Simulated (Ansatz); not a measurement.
## bond stretched by 0.8 Å, between Ag atomic chains under bias

Wanted: I(V), the voltage drop and T(E, V).

Main program and level: Ansatz 0.2.0; DFT PBE, plane waves, PAW; current against voltage, self-consistent under bias.

### Step 1. Starting point

The cell holds 32 atoms: 32 Ag. Cell: a = 6.000 Å, b = 6.000 Å, c = 97.260 Å, α = 90.0°, β = 90.0°, γ = 90.0°. Electrodes: Ag atomic chain; the apex atoms were set 3.460 Å apart. Regions: lower lead, 16 atoms (16 Ag); upper lead, 16 atoms (16 Ag). Vacuum lies along a, b and c.

### Step 2. Current against voltage

Vacuum beyond both ends lets the two leads hold different Fermi levels, and the density is solved anew at each bias. Each lead has 16 atoms, since a wire screens slowly.

input.yaml reads:

```yaml
crystal:
  lattice:
    - [6.0, 0.0, 0.0]
    - [0.0, 6.0, 0.0]
    - [0.0, 0.0, 97.26]
  atoms:
    - { symbol: Ag, position: [0.5, 0.5, 0.0] }
    - { symbol: Ag, position: [0.5, 0.5, 0.027349373] }
    - { symbol: Ag, position: [0.5, 0.5, 0.054698746] }
    - { symbol: Ag, position: [0.5, 0.5, 0.082048118] }
    - { symbol: Ag, position: [0.5, 0.5, 0.109397491] }
    - { symbol: Ag, position: [0.5, 0.5, 0.136746864] }
    - { symbol: Ag, position: [0.5, 0.5, 0.164096237] }
    - { symbol: Ag, position: [0.5, 0.5, 0.19144561] }
    - { symbol: Ag, position: [0.5, 0.5, 0.218794983] }
    - { symbol: Ag, position: [0.5, 0.5, 0.246144355] }
    - { symbol: Ag, position: [0.5, 0.5, 0.273493728] }
    - { symbol: Ag, position: [0.5, 0.5, 0.300843101] }
    - { symbol: Ag, position: [0.5, 0.5, 0.328192474] }
    - { symbol: Ag, position: [0.5, 0.5, 0.355541847] }
    - { symbol: Ag, position: [0.5, 0.5, 0.382891219] }
    - { symbol: Ag, position: [0.5, 0.5, 0.410240592] }
    - { symbol: Ag, position: [0.5, 0.5, 0.44581534] }
    - { symbol: Ag, position: [0.5, 0.5, 0.473164713] }
    - { symbol: Ag, position: [0.5, 0.5, 0.500514086] }
    - { symbol: Ag, position: [0.5, 0.5, 0.527863459] }
    - { symbol: Ag, position: [0.5, 0.5, 0.555212832] }
    - { symbol: Ag, position: [0.5, 0.5, 0.582562204] }
    - { symbol: Ag, position: [0.5, 0.5, 0.609911577] }
    - { symbol: Ag, position: [0.5, 0.5, 0.63726095] }
    - { symbol: Ag, position: [0.5, 0.5, 0.664610323] }
    - { symbol: Ag, position: [0.5, 0.5, 0.691959696] }
    - { symbol: Ag, position: [0.5, 0.5, 0.719309068] }
    - { symbol: Ag, position: [0.5, 0.5, 0.746658441] }
    - { symbol: Ag, position: [0.5, 0.5, 0.774007814] }
    - { symbol: Ag, position: [0.5, 0.5, 0.801357187] }
    - { symbol: Ag, position: [0.5, 0.5, 0.82870656] }
    - { symbol: Ag, position: [0.5, 0.5, 0.856055933] }
kpoints:
  mp_grid: { grid: [1, 1, 1] }
scf:
  occupations: { method: fermi_dirac, width: 0.1 }
hamiltonian:
  xc: pbe
output:
  current_voltage:
    leads: [[9, 10], [21, 22]]
    bias: [0.3, 0.6, 1.0, 1.5]
    electrode_ends: [15, 16]
    kmesh: [1, 1]
  write_potential: true
  write_density: true
  volumetric_format: npy
basis:
  ecutwfc: "340 eV"
```

Started as:

```console
> ansatz run input.yaml --threads 8 --pin off --max-ram 16384MiB --backend cpu --events-out ev --progress --plain --runs-dir out
```

Numbers of over 12 decimals in the logs are rounded to 6 here.

The program printed:

```text
Warning: basis.ecutwfc = 340 eV is below the records' recommended 420 eV, and the density's cutoff is lower with it unless basis.ecutrho_ratio is high enough to keep the records' density cutoff: compare with a run at a higher cutoff
Engine: ansatz 0.2.0, x86_64-unknown-linux-gnu
Pseudopotentials: kind: paw
Pseudopotential: Ag, paw, valence charge 19, recommended cutoff 420 eV (normal), Ag.paw.azcp
Functional definition: PBE
  parameter kappa = 0.804
  parameter beta = 0.066725
  exchange = pbe_x(kappa = kappa, mu = beta*pi^2/3)
  correlation = pbe_c(beta = beta)
Crystal: 32 atoms, lattice volume = 3501.360 Å³
Basis set: ecut = 340 eV, 49617 PW (Γ)
Bands: 365, of which v1, the nominal top of the filled ones, is band 304 counted from 1 (303 counted from 0)
Symmetry: 16 space group operations
Space group: P4/mmm (ITA 123), of the structure as read, at distance tolerance 1.5e-4 Å
k-points: 1
Non-local potential: Ag, projectors of the file, l = 0: 3, l = 1: 2, l = 2: 2, l = 3: 1
PAW form: soft (Blöchl's): semilocal exchange-correlation on the pseudo side does not see the compensation charge
PAW one-centre angular grid: Ag, 590 points (default); XC on 64 Gauss nodes
Initial density: superposition of atomic densities (neutral atoms: chi_scale 0, normalization atom), corrected by the library's trained network
Initial wavefunctions: pseudopotential atomic-orbital guess
Functional: x = pbe(κ = 0.804, μ = 0.219515), c = pbe(β = 0.066725)
SCF iter   1: F=—  HF=-242858.589703 eV  |F-HF|=—  |Δ(HF+E_count)|=         —  Δρ=2.13e-3  dr2=5.28e0  ethr=1.77e-3  ⟨swp⟩=6.0  Hψ=1417  notcnv=0  defer=6
preconditioner: auto → LDOS  [metal: Δε(μ)=0.198 eV  Ē_g=6.489 eV  σ=0.100 eV  W_gap=0.46  n_scr=454 (ndim 8)  ℏωp=11.8 eV  f_vac=0.656  D(μ)=13.01/eV (n_scr^D=24)  β→1.0]
SCF iter   2: F=—  HF=-242858.442713 eV  |F-HF|=—  |Δ(HF+E_count)|=   1.47e-1  Δρ=1.33e-3  dr2=2.55e-1  ethr=8.69e-4  ⟨swp⟩=2.0  Hψ=432  notcnv=0  defer=44
SCF iter   3: F=—  HF=-242858.442542 eV  |F-HF|=—  |Δ(HF+E_count)|=   1.72e-4  Δρ=1.47e-3  dr2=1.35e-1  ethr=4.19e-5  ⟨swp⟩=2.0  Hψ=612  notcnv=0  defer=44
SCF iter   4: F=—  HF=-242858.415893 eV  |F-HF|=—  |Δ(HF+E_count)|=   2.66e-2  Δρ=2.49e-4  dr2=4.94e-3  ethr=2.23e-5  ⟨swp⟩=3.0  Hψ=687  notcnv=0  defer=44
SCF iter   5: F=—  HF=-242858.415783 eV  |F-HF|=—  |Δ(HF+E_count)|=   1.10e-4  Δρ=1.33e-4  dr2=1.05e-3  ethr=8.12e-7  ⟨swp⟩=2.0  Hψ=596  notcnv=0  defer=44
SCF iter   6: F=—  HF=-242858.415771 eV  |F-HF|=—  |Δ(HF+E_count)|=   1.27e-5  Δρ=6.41e-5  dr2=2.07e-4  ethr=1.72e-7  ⟨swp⟩=2.0  Hψ=527  notcnv=0  defer=44
SCF iter   7: F=—  HF=-242858.415545 eV  |F-HF|=—  |Δ(HF+E_count)|=   2.25e-4  Δρ=2.21e-5  dr2=2.86e-5  ethr=3.40e-8  ⟨swp⟩=2.0  Hψ=556  notcnv=0  defer=44
SCF iter   8: F=—  HF=-242858.415360 eV  |F-HF|=—  |Δ(HF+E_count)|=   1.85e-4  Δρ=5.38e-6  dr2=2.21e-6  ethr=4.71e-9  ⟨swp⟩=2.0  Hψ=596  notcnv=0  defer=44
SCF iter   9: F=—  HF=-242858.415361 eV  |F-HF|=—  |Δ(HF+E_count)|=   1.58e-6  Δρ=2.12e-6  dr2=3.79e-7  ethr=3.64e-10  ⟨swp⟩=2.0  Hψ=502  notcnv=0  defer=44
SCF iter  10: F=-242858.415361 eV  HF=-242858.415361 eV  |F-HF|=1.16e-8  |Δ(HF+E_count)|=   1.04e-8  Δρ=6.64e-7  dr2=3.25e-8  ethr=1.64e-11  ⟨swp⟩=17.0  Hψ=2128  notcnv=0
SCF 1 converged in 10 iterations: F = -242858.415361 eV  dr2 = 3.25e-8
  greatest PAW one-centre occupation: 1.000 electrons in one spin orbital (limit 2), on the Ag atom at site 30 (counted from 0), in its partial waves of l = 0
bias +0 V, iteration  1: dr2 1.72e-1 eV, mean Fermi level -1.7683 eV
bias +0 V, iteration  2: dr2 1.30e-2 eV, mean Fermi level -1.7701 eV
bias +0 V, iteration  3: dr2 4.14e-4 eV, mean Fermi level -1.7700 eV
bias +0 V, iteration  4: dr2 3.92e-5 eV, mean Fermi level -1.7699 eV
bias +0 V, iteration  5: dr2 1.25e-5 eV, mean Fermi level -1.7699 eV
bias +0 V, iteration  6: dr2 9.16e-7 eV, mean Fermi level -1.7699 eV
bias +0 V, iteration  7: dr2 9.58e-8 eV, mean Fermi level -1.7699 eV
bias +0.3 V, iteration  1: dr2 5.72e0 eV, mean Fermi level -1.7624 eV
bias +0.3 V, iteration  2: dr2 8.71e-1 eV, mean Fermi level -1.7652 eV
bias +0.3 V, iteration  3: dr2 1.01e-2 eV, mean Fermi level -1.7659 eV
bias +0.3 V, iteration  4: dr2 3.32e-4 eV, mean Fermi level -1.7660 eV
bias +0.3 V, iteration  5: dr2 4.39e-4 eV, mean Fermi level -1.7659 eV
bias +0.3 V, iteration  6: dr2 1.44e-5 eV, mean Fermi level -1.7659 eV
bias +0.3 V, iteration  7: dr2 3.64e-6 eV, mean Fermi level -1.7659 eV
bias +0.3 V, iteration  8: dr2 3.51e-7 eV, mean Fermi level -1.7659 eV
bias +0.3 V, iteration  9: dr2 5.10e-8 eV, mean Fermi level -1.7659 eV
bias +0.6 V, iteration  1: dr2 5.33e-2 eV, mean Fermi level -1.7536 eV
bias +0.6 V, iteration  2: dr2 7.48e-3 eV, mean Fermi level -1.7544 eV
bias +0.6 V, iteration  3: dr2 1.55e-3 eV, mean Fermi level -1.7544 eV
bias +0.6 V, iteration  4: dr2 1.86e-4 eV, mean Fermi level -1.7544 eV
bias +0.6 V, iteration  5: dr2 5.35e-5 eV, mean Fermi level -1.7544 eV
bias +0.6 V, iteration  6: dr2 2.52e-6 eV, mean Fermi level -1.7545 eV
bias +0.6 V, iteration  7: dr2 2.79e-7 eV, mean Fermi level -1.7545 eV
bias +0.6 V, iteration  8: dr2 5.30e-8 eV, mean Fermi level -1.7545 eV
bias +1 V, iteration  1: dr2 1.77e-1 eV, mean Fermi level -1.7266 eV
bias +1 V, iteration  2: dr2 3.01e-2 eV, mean Fermi level -1.7283 eV
bias +1 V, iteration  3: dr2 8.13e-3 eV, mean Fermi level -1.7288 eV
bias +1 V, iteration  4: dr2 1.63e-3 eV, mean Fermi level -1.7286 eV
bias +1 V, iteration  5: dr2 7.11e-4 eV, mean Fermi level -1.7288 eV
bias +1 V, iteration  6: dr2 6.89e-5 eV, mean Fermi level -1.7288 eV
bias +1 V, iteration  7: dr2 1.21e-5 eV, mean Fermi level -1.7288 eV
bias +1 V, iteration  8: dr2 1.55e-6 eV, mean Fermi level -1.7288 eV
bias +1 V, iteration  9: dr2 1.95e-7 eV, mean Fermi level -1.7288 eV
bias +1 V, iteration 10: dr2 8.51e-8 eV, mean Fermi level -1.7288 eV
bias +1.5 V, iteration  1: dr2 5.92e-1 eV, mean Fermi level -1.6765 eV
bias +1.5 V, iteration  2: dr2 8.08e-2 eV, mean Fermi level -1.6800 eV
bias +1.5 V, iteration  3: dr2 4.54e-2 eV, mean Fermi level -1.6798 eV
bias +1.5 V, iteration  4: dr2 5.80e-3 eV, mean Fermi level -1.6800 eV
bias +1.5 V, iteration  5: dr2 1.71e-3 eV, mean Fermi level -1.6804 eV
bias +1.5 V, iteration  6: dr2 4.12e-4 eV, mean Fermi level -1.6803 eV
bias +1.5 V, iteration  7: dr2 1.31e-4 eV, mean Fermi level -1.6804 eV
bias +1.5 V, iteration  8: dr2 3.86e-5 eV, mean Fermi level -1.6804 eV
bias +1.5 V, iteration  9: dr2 8.69e-6 eV, mean Fermi level -1.6805 eV
bias +1.5 V, iteration 10: dr2 2.37e-6 eV, mean Fermi level -1.6805 eV
bias +1.5 V, iteration 11: dr2 1.83e-6 eV, mean Fermi level -1.6805 eV
bias +1.5 V, iteration 12: dr2 1.23e-7 eV, mean Fermi level -1.6805 eV
bias +1.5 V, iteration 13: dr2 9.38e-9 eV, mean Fermi level -1.6805 eV
transmission: 6 of 38 steps passed
transmission: 17 of 38 steps passed
[...]
transmission: 44 of 44 steps passed
WARN: The output density's exchange-correlation potential varies sharply where the density is thin. Do not read a vacuum level from v_tot or v_xc, or from such a field of the output density. On a cell that repeats whose density bears no net charge and no dipole along the vacuum's axis use v_es (v_loc + v_h of the components); under efield.dipole_correction with no amplitude use v_es + v_field, which holds any externa [...]
SCF converged after 10 iterations
Free energy (F): -242858.415361 eV
Harris-Foulkes:  -242858.415361 eV  (|F-HF|=1.16e-8)
Internal energy: -242857.970007 eV  (E = F + TS)
E sigma→0 (E₀):  -242858.192684 eV
Entropy (-TS):   -0.445355 eV (-13.917 meV/atom)
Fermi energy:    -1.778987 eV
--- Per-component energies (eV) ---
  E_band       = -18093.949637
  E_kinetic    = 16898.893676
  E_local      = -361544.458641  (includes V_loc(G=0)·N_el)
  E_nonlocal   = 2619.387092
  E_hartree    = 172328.170128
  E_xc         = -5840.502237
  E_vxc        = -7406.724696  (∫ρ·V_xc dr)
  E_paw        = -124948.236556  (= ΣΔE_a)
  E_vpaw       = -13317.403893  (= ΣTr[D̂ρ^β])
  E_aug_tail   = 0.029214  (compensation charges beyond the density's cutoff)
  E_ewald      = 57628.747317
  E_smearing   = -0.445355  (= −TS)
  E_closure    = 0.000000  (closes the sum)
  Σ components = -242858.415361   (vs F -242858.415361, Δ=0.00e0)
--- Band table (eV) ---
  k-point 0: bands = [... 300 lower, -2.2183, -2.1401, -1.9799, -1.8816, -1.6932, -1.5736, -1.3397, -1.1956, ... 57 higher]
--- Current–voltage curve ---
  leads      : [9, 10] from 97.26 to 137.16 and [21, 22] from 140.62 to 180.52 Å, reservoirs outside 122.65 and 155.13
  electrodes : end at 137.16 and 140.62 Å
  density    : 419 bands, filled at a thermal energy of 2.585e-2 eV; current at 300 K
  bias (V)   current (A)   every other point   every other energy   edges, levels   drop (V)   electrons moved   misfit (meV)   iterations
        +0      0.0000e0                   -             0.0000e0        0.0000e0     +0.000            0.00e0           39.0   7
      +0.3     1.9305e-5                   -            1.9305e-5        0.0000e0     +0.042           5.90e-3           63.0   9
      +0.6     3.7727e-5                   -            3.7727e-5        0.0000e0     +0.099           1.32e-2           74.0   8
        +1     6.1760e-5                   -            6.1760e-5        0.0000e0     +0.189           2.30e-2           58.2   10
      +1.5     9.2065e-5                   -            9.2065e-5        0.0000e0     +0.295           3.52e-2           30.5   13
  At 0 V the conductance is 6.4933e-5 S, 1.8037e14 S/m².
```

The job ended after 6.5 min (8 threads of Intel Xeon at 2.70GHz, shared host; peak memory 5.1 GiB; 42 min of CPU time).

Numbers from this step:

```yaml
conductance_at_zero_bias: 0.8380 G₀
current_at_the_highest_bias: 92.07 μA
largest_misfit_of_the_leads: 73.99 meV
```

Cell area 36.000 Å^2. Table of current through one cell by bias:

```
bias (V)  current through one cell (μA)
   0.000                              0
   0.300                           19.3
   0.600                           37.7
   1.000                           61.8
   1.500                           92.1
```

Bias 0 V. Transmission and channels at 0 V against energy, zero at the mean Fermi level:

```
energy (eV)  transmission  channels, lower lead  channels, upper lead
     -0.259         0.811                     1                     1
     -0.233         0.817                     1                     1
     -0.207         0.821                     1                     1
     -0.181         0.826                     1                     1
     -0.155         0.829                     1                     1
     -0.129         0.832                     1                     1
     -0.103         0.835                     1                     1
     -0.078         0.837                     1                     1
     -0.052         0.838                     1                     1
     -0.026         0.839                     1                     1
      0.000         0.839                     1                     1
      0.026         0.839                     1                     1
      0.052         0.838                     1                     1
      0.078         0.837                     1                     1
      0.103         0.836                     1                     1
      0.129         0.834                     1                     1
      0.155         0.832                     1                     1
      0.181         0.830                     1                     1
      0.207         0.829                     1                     1
      0.233         0.827                     1                     1
      0.259         0.825                     1                     1
```

Bias 0.6 V. Transmission and channels at 0.6 V against energy, zero at the mean Fermi level:

```
energy (eV)  transmission  channels, lower lead  channels, upper lead
     -0.569         0.769                     1                     1
     -0.543         0.776                     1                     1
     -0.517         0.782                     1                     1
     -0.465         0.791                     1                     1
     -0.439         0.795                     1                     1
     -0.414         0.798                     1                     1
     -0.388         0.800                     1                     1
     -0.362         0.802                     1                     1
     -0.310         0.804                     1                     1
     -0.284         0.805                     1                     1
     -0.259         0.806                     1                     1
     -0.233         0.806                     1                     1
     -0.207         0.807                     1                     1
     -0.181         0.807                     1                     1
     -0.129         0.808                     1                     1
     -0.103         0.808                     1                     1
     -0.078         0.809                     1                     1
     -0.052         0.810                     1                     1
     -0.026         0.810                     1                     1
      0.000         0.811                     1                     1
      0.026         0.812                     1                     1
      0.052         0.813                     1                     1
      0.078         0.813                     1                     1
      0.103         0.814                     1                     1
      0.129         0.815                     1                     1
      0.181         0.816                     1                     1
      0.207         0.817                     1                     1
      0.233         0.818                     1                     1
      0.259         0.819                     1                     1
      0.284         0.819                     1                     1
      0.310         0.820                     1                     1
      0.362         0.821                     1                     1
      0.388         0.822                     1                     1
      0.414         0.823                     1                     1
      0.439         0.824                     1                     1
      0.465         0.825                     1                     1
      0.517         0.827                     1                     1
      0.543         0.828                     1                     1
      0.569         0.829                     1                     1
```

(Continued in part 2 of 2.)

[Logs are printed without paths, hosts, clocks, repeated set-up lines and the standing remarks that a program may print on its own settings, such as how far it seeks lower states.]

[Hosts, paths, dates, database ids (printed as entryN), source tags and the programs' standing remarks are cut or masked in the printed files.]
